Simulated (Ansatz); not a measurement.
# PbS (Galena): optical spectrum from first principles

Aim: the dielectric function of PbS (Galena), and the optical constants that follow from it. The cell comes from an older database entry, whose edges can differ from later determinations, mostly by under a per cent.

Method: DFT, PBE, plane-wave PAW, default files, scalar-relativistic, independent-particle optical response without local fields, in Ansatz 0.2.0.

The database entry behind the starting cell differs from later determinations by our own check (about 0.1 % short), so it need not match the best structure at ambient conditions.

### 1. Set-up

Symmetry: Fm-3m, No. 225, cubic system. Conventional cell: a = 5.931 Å, b = 5.931 Å, c = 5.931 Å, α = 90.00°, β = 90.00°, γ = 90.00°. Nearest to Pb lie 6 S at 2.97 Å. S has 6 Pb at 2.97 Å nearest. Farther neighbours and most contacts between anions are not listed.

### 2. Ground state and bands

The self-consistent density comes first; it also tells whether there is a gap, which decides the occupations and the need for a Drude term.

This step: DFT, PBE, plane-wave PAW, default files, scalar-relativistic, ground state (Ansatz 0.2.0).

Input file input.yaml:

```yaml
crystal:
  lattice:
    - [0.0, 2.96575, 2.96575]
    - [2.96575, 0.0, 2.96575]
    - [2.96575, 2.96575, 0.0]
  atoms:
    - { symbol: Pb, position: [0.0, 0.0, 0.0] }
    - { symbol: S, position: [0.5, 0.5, 0.5] }
kpoints:
  mp_grid: { grid: [7, 7, 7] }
  band_path:
    path:
      - [[0.0, 0.0, 0.0], [0.5, 0.0, 0.5], [0.5, 0.25, 0.75], [0.375, 0.375, 0.75], [0.0, 0.0, 0.0], [0.5, 0.5, 0.5], [0.625, 0.25, 0.625], [0.5, 0.25, 0.75], [0.5, 0.5, 0.5], [0.375, 0.375, 0.75]]
      - [[0.625, 0.25, 0.625], [0.5, 0.0, 0.5]]
    npoints: 6
scf:
  occupations: { method: fermi_dirac, width: 0.05 }
  n_extra_bands: 6
hamiltonian:
  xc: pbe
  pseudopotentials: { kind: paw }
output:
  forces: true
  stress: true
  populations: true
  write_bands: true
  write_density: true
  write_potential: true
  elf: true
  volumetric_format: npy
```

Started as:

```
ansatz run input.yaml --threads 4 --pin off --max-ram 8192MiB --backend cpu --events-out ev --progress --plain --runs-dir out
```

Numbers of over 12 decimals in the logs are rounded to 6 here.

Log:

```text
scf.n_extra_bands = 6 over 10 filled bands (N_el = 20.0): the run solves 16 bands
Engine: ansatz 0.2.0, x86_64-unknown-linux-gnu
Pseudopotentials: kind: paw
Pseudopotential: Pb, paw, valence charge 14, recommended cutoff 420 eV (normal), Pb.paw.azcp
Pseudopotential: S, paw, valence charge 6, recommended cutoff 420 eV (normal), S.paw.azcp
Functional definition: PBE
  parameter kappa = 0.804
  parameter beta = 0.066725
  exchange = pbe_x(kappa = kappa, mu = beta*pi^2/3)
  correlation = pbe_c(beta = beta)
Crystal: 2 atoms, lattice volume = 52.172 Å³
Basis set: ecut = 420 eV, 965 PW (Γ), exchange–correlation on 60×60×60 points (8 copies of the dense FFT grid, shifted against one another)
Bands: 16, of which v1, the nominal top of the filled ones, is band 10 counted from 1 (9 counted from 0)
Symmetry: 48 space group operations
Space group: Fm-3m (ITA 225), of the structure as read, at distance tolerance 3.7e-5 Å
k-points: 20 of 343
Non-local potential: Pb, projectors of the file, l = 0: 2, l = 1: 2, l = 2: 2, l = 3: 2
Non-local potential: S, projectors of the file, l = 0: 2, l = 1: 2, l = 2: 2
PAW form: soft (Blöchl's): semilocal exchange-correlation on the pseudo side does not see the compensation charge
PAW one-centre angular grid: Pb, 590 points (default); XC on 64 Gauss nodes
PAW one-centre angular grid: S, 110 points (default); XC on 64 Gauss nodes
Initial density: superposition of atomic densities (neutral atoms: chi_scale 0, normalization atom), corrected by the library's trained network
Initial wavefunctions: pseudopotential atomic-orbital guess
Functional: x = pbe(κ = 0.804, μ = 0.219515), c = pbe(β = 0.066725)
SCF iter   1: F=—  HF=-12809.559990 eV  |F-HF|=—  |Δ(HF+E_count)|=         —  Δρ=8.23e-4  dr2=5.16e-4  ethr=1.77e-3  ⟨swp⟩=6.8  Hψ=1888  notcnv=0
preconditioner: auto → none  [insulator: Δε(μ)=0.954 eV  Ē_g=17.298 eV  σ=0.050 eV  W_gap=1.00  n_scr=14 (ndim 8)  ℏωp=23.0 eV  f_vac=0.000  D(μ)=0.00/eV (n_scr^D=0)  ε∞_Penn≈2.8]
SCF iter   2: F=—  HF=-12809.559444 eV  |F-HF|=—  |Δ(HF+E_count)|=   5.47e-4  Δρ=4.54e-4  dr2=1.31e-4  ethr=2.58e-6  ⟨swp⟩=2.1  Hψ=687  notcnv=0  defer=4
SCF iter   3: F=—  HF=-12809.559440 eV  |F-HF|=—  |Δ(HF+E_count)|=   4.09e-6  Δρ=1.76e-4  dr2=1.88e-5  ethr=6.55e-7  ⟨swp⟩=2.5  Hψ=494  notcnv=0  defer=4
SCF iter   4: F=—  HF=-12809.559453 eV  |F-HF|=—  |Δ(HF+E_count)|=   1.31e-5  Δρ=4.57e-5  dr2=9.71e-7  ethr=9.41e-8  ⟨swp⟩=2.2  Hψ=397  notcnv=0  defer=4
iter 5 did not close the SCF: its close was put off for the readings that it lacked (scf_convergence_deferred on its scf_iter line)
SCF iter   5: F=-12809.559453 eV  HF=-12809.559453 eV  |F-HF|=1.27e-8  |Δ(HF+E_count)|=   8.24e-8  Δρ=6.35e-6  dr2=2.15e-8  ethr=4.86e-9  ⟨swp⟩=2.0  Hψ=467  notcnv=0  defer=4
SCF iter   6: F=-12809.559453 eV  HF=-12809.559453 eV  |F-HF|=6.37e-11  |Δ(HF+E_count)|=   4.02e-9  Δρ=4.75e-7  dr2=1.07e-10  ethr=1.08e-10  ⟨swp⟩=9.3  Hψ=2033  notcnv=0
SCF 1 converged in 6 iterations: F = -12809.559453 eV  dr2 = 1.07e-10
  greatest PAW one-centre occupation: 0.982 electrons in one spin orbital (limit 2), on the Pb atom at site 0 (counted from 0), in its partial waves of l = 2
NSCF: frozen V_eff on 62 k-points
SCF converged after 6 iterations
Free energy (F): -12809.559453 eV
Harris-Foulkes:  -12809.559453 eV  (|F-HF|=6.37e-11)
Internal energy: -12809.559449 eV  (E = F + TS)
E sigma→0 (E₀):  -12809.559451 eV
Entropy (-TS):   -0.000004 eV (-0.002 meV/atom)
Fermi energy:    8.668692 eV
--- Per-component energies (eV) ---
  E_band       = -55.249458
  E_kinetic    = 393.716653
  E_local      = -1221.409521  (includes V_loc(G=0)·N_el)
  E_nonlocal   = 378.558600
  E_hartree    = 474.933852
  E_xc         = -318.596898
  E_vxc        = -220.579019  (∫ρ·V_xc dr)
  E_paw        = -11003.405783  (= ΣΔE_a)
  E_vpaw       = -335.404292  (= ΣTr[D̂ρ^β])
  E_aug_tail   = 0.000052  (compensation charges beyond the density's cutoff)
  E_ewald      = -1513.356403
  E_smearing   = -0.000004  (= −TS)
  E_closure    = 0.000000  (closes the sum)
  Σ components = -12809.559453   (vs F -12809.559453, Δ=0.00e0)
--- Forces (eV/Å), atoms counted from 1 ---
  atom   1  Pb    -0.00000000     0.00000000     0.00000000
  atom   2  S      0.00000000    -0.00000000    -0.00000000
  max |Σ_I F_I| component: 8.81e-30 eV/Å
--- Stress (GPa, compression-positive) ---
        2.178417      -0.000000       0.000000
        0.000000       2.178417      -0.000000
       -0.000000       0.000000       2.178417
  P = ⅓ Tr σ = 2.1784 GPa (21.784 kbar)
--- Band table (eV; the first three rows and the last of 20) ---
  k-point 0: bands = [... 6 lower, 2.4220, 6.2725, 6.2725, 6.2725, 13.6646, 13.6646, 13.6646, 15.1483, ... 2 higher]
  k-point 1: bands = [... 6 lower, 1.8458, 6.3270, 6.3270, 6.7019, 12.1891, 12.7008, 12.7008, 15.1107, ... 2 higher]
  k-point 2: bands = [... 6 lower, 0.7000, 6.4766, 6.4766, 7.4704, 10.4039, 11.3584, 11.3584, 15.4820, ... 2 higher]
  k-point 19: bands = [... 6 lower, 0.4160, 3.9016, 4.5889, 7.1910, 10.7595, 12.7900, 13.2424, 15.8458, ... 2 higher]
--- Löwdin populations: 2 sites ---
  site symbol       q [e]
     0     Pb     13.4809
     1      S      6.4596
  spilling = 0.002975 (of n_electrons = 20.000000)
```

Elapsed: 4.9 s, on 4 threads of Intel Xeon Platinum 8488C (Sapphire Rapids), shared host; peak memory 0.42 GiB; 2.9 s of CPU time.

The column dr2 measures how far the density is from self-consistency, as an energy; F and HF (Harris–Foulkes) agree once it is small.

Read-outs, printed or worked out from the files:

| Quantity | Value |
| --- | --- |
| free energy | -12809.5595 eV |
| Fermi energy | 8.669 eV |
| gap by band count | 0.9506 eV |
| electrons | 20 |
| symmetry operations | 48 |
| pressure | 2.178 GPa |
| volume | 52.17 Å³ |
| gap on the path | 0.3578 eV |
| least direct gap on the path | 0.3578 eV |

There is a gap, 0.36 eV on the path, so no carriers' term is needed. The cell is left with a pressure of 2.2 GPa, as it stands unrelaxed at this level.

The electronic bands at the labelled points (eV, zero at the Fermi level; v1 is the highest filled band, c1 the lowest empty one):

```
    point     v4     v3     v2     v1    c1    c2    c3    c4
        Γ  -6.25  -2.40  -2.40  -2.40  5.00  5.00  5.00  6.48
  halfway  -7.44  -3.06  -3.06  -1.94  2.21  4.51  4.70  4.70
        X  -7.41  -5.42  -3.67  -3.67  3.63  5.36  5.46  5.46
  halfway  -7.83  -5.21  -3.98  -2.62  3.77  3.87  5.07  6.15
        W  -8.16  -4.65  -4.65  -1.25  1.97  4.44  4.44  7.93
  halfway  -8.17  -4.91  -4.02  -1.79  2.49  4.09  4.72  6.75
        K  -8.19  -5.00  -3.16  -2.70  3.10  3.91  4.83  6.00
  halfway  -7.92  -3.33  -1.93  -0.81  1.25  2.29  3.92  7.35
        Γ  -6.25  -2.40  -2.40  -2.40  5.00  5.00  5.00  6.48
  halfway  -7.67  -2.24  -2.24  -1.39  2.14  3.00  3.00  6.63
        L  -9.06  -2.00  -2.00  -0.21  0.14  1.74  1.74  8.44
  halfway  -8.78  -3.58  -2.50  -1.59  1.57  2.57  3.63  7.55
        U  -8.19  -5.00  -3.16  -2.70  3.10  3.91  4.83  6.00
  halfway  -8.17  -4.91  -4.02  -1.79  2.49  4.09  4.72  6.75
        W  -8.16  -4.65  -4.65  -1.25  1.97  4.44  4.44  7.93
  halfway  -8.69  -3.66  -3.24  -1.21  1.33  3.18  3.81  7.77
        L  -9.06  -2.00  -2.00  -0.21  0.14  1.74  1.74  8.44
  halfway  -8.78  -3.58  -2.50  -1.59  1.57  2.57  3.63  7.55
        K  -8.19  -5.00  -3.16  -2.70  3.10  3.91  4.83  6.00
jump to U  -8.19  -5.00  -3.16  -2.70  3.10  3.91  4.83  6.00
  halfway  -7.68  -5.31  -3.53  -3.38  3.67  4.96  5.21  5.35
        X  -7.41  -5.42  -3.67  -3.67  3.63  5.36  5.46  5.46
```

The electronic bands as a text plot (rows in eV, shown from -8.2 to 6.1 only):

```
    5.8 | +        +    ++                     +             ++
    5.2 |+ ++ ++++++              +                           +++
    4.6 | ++++  +  ++++++++     ++ +          ++++++         +
    4.0 |     ++    ++++++ +++++++ +++       + +++ +++      +++
    3.5 | +   ++++++                ++      + +      +     +  +++
    2.9 |           +   +++    +      +    ++++++     +   ++++
    2.3 |  +++       +++  ++++++      ++  ++ +   ++   ++ ++ +
    1.7 |                               +++ +      ++  +++ +
    1.1 |                  ++++        +   +         ++   +
    0.5 |                               + +            + +
   -0.1 |                                +              +
   -0.7 |                  ****        ** *            * *
   -1.3 |  **        **        *      *    **    ******   **
   -1.9 | *  *      *  *  ********  ** ****  *  *      ***  *
   -2.5 |****           ***    ********   ******      ** *****
   -3.1 |    ***   *    **   **            *  **     **   *  ***
   -3.7 |     ******   *   **               *   *   **     *   **
   -4.3 |           ***   *                  *   * **       *
   -4.9 |       *   ******                    *****          **
   -5.5 |        ***                                           **
   -6.1 |*                        *
   -6.7 | ***                   ** ***
   -7.3 |    *  ***            *                                *
   -7.9 |     **   *******   **       *        ****          ***
         Γ       X    W  K        Γ      L     U  W     L   K|U X
```

Valence density in the ac plane of the conventional cell at fractional y = 0.000, with atoms of Pb and S within 0.2 Å of it. It is the smooth field of the valence electrons, not physical close to the nuclei.

Values in units of 1e0 e/Å³, 16 rows by 16 columns, each cell a mean:
```
7.2 3.9 1.2 0.3 0.2 0.5 1.0 0.9 0.7 1.0 0.7 0.3 0.2 0.6 2.4 5.9
2.9 1.7 0.6 0.2 0.2 0.3 0.7 1.0 1.0 0.8 0.4 0.2 0.2 0.3 1.1 2.4
0.7 0.5 0.2 0.1 0.1 0.2 0.3 0.5 0.5 0.4 0.2 0.1 0.1 0.1 0.3 0.6
0.2 0.2 0.1 0.1 0.1 0.1 0.2 0.2 0.2 0.2 0.1 0.1 0.1 0.1 0.2 0.2
0.3 0.2 0.1 0.1 0.1 0.1 0.2 0.3 0.3 0.3 0.1 0.1 0.1 0.1 0.2 0.3
0.8 0.6 0.3 0.1 0.1 0.2 0.6 1.2 1.4 0.8 0.3 0.1 0.1 0.2 0.4 0.7
1.0 1.0 0.6 0.2 0.2 0.5 1.7 3.9 4.6 2.6 0.8 0.3 0.2 0.4 0.8 1.0
0.3 1.0 0.8 0.3 0.2 0.7 2.9 7.2 8.7 4.6 1.4 0.3 0.2 0.5 1.0 0.7
0.7 1.0 0.7 0.3 0.2 0.6 2.4 5.9 7.2 3.9 1.2 0.3 0.2 0.5 1.0 0.9
1.0 0.8 0.4 0.2 0.2 0.3 1.1 2.4 2.9 1.7 0.6 0.2 0.2 0.3 0.7 1.0
0.5 0.4 0.2 0.1 0.1 0.1 0.3 0.6 0.7 0.5 0.2 0.1 0.1 0.2 0.3 0.5
0.2 0.2 0.1 0.1 0.1 0.1 0.2 0.2 0.2 0.2 0.1 0.1 0.1 0.1 0.2 0.2
0.3 0.3 0.1 0.1 0.1 0.1 0.2 0.3 0.3 0.2 0.1 0.1 0.1 0.1 0.2 0.3
1.4 0.8 0.3 0.1 0.1 0.2 0.4 0.7 0.8 0.6 0.3 0.1 0.1 0.2 0.6 1.2
4.6 2.6 0.8 0.3 0.2 0.4 0.8 1.0 1.0 1.0 0.6 0.2 0.2 0.5 1.7 3.9
8.7 4.6 1.4 0.3 0.2 0.5 1.0 0.7 0.3 1.0 0.8 0.3 0.2 0.7 2.9 7.2
```

ELF in the ac plane of the conventional cell at fractional y = 0.000, with atoms of Pb and S within 0.2 Å of it. It is the smooth field of the valence electrons, not physical close to the nuclei.

Ten even steps from '_' (0.02) to '@' (0.83), each cell a mean:
```
__::==--==@@@@++--%%@@**::==--__
--====::--##@@@@@@@@@@++::--==--
==--::....++##@@@@%%**--..::--==
::::..____..--====--::..__..::::
****==..__..::----::::__..--++**
@@@@%%==..::========--::::**@@@@
##@@@@**::--==::..--==::--%%@@%%
..##@@**::==--____..==--==@@@@--
--%%@@**::==--____::==--==@@@@++
@@@@@@++::--==----====::--##@@@@
@@%%**--..::--====--::....++##@@
==--::..__..::::::::..____..--==
--::::__..--++******==..__..::--
====--::::**@@@@@@@@%%==..::====
..--==::--%%@@%%##@@@@**::--==::
__..==--==@@@@--..##@@**::==--__
```

(Part 1 of 2 ends here.)

[Logs are printed without paths, hosts, clocks, repeated set-up lines and the standing remarks that a program may print on its own settings, such as how far it seeks lower states.]

[Hosts, paths, dates, database ids (printed as entryN), source tags and the programs' standing remarks are cut or masked in the printed files.]
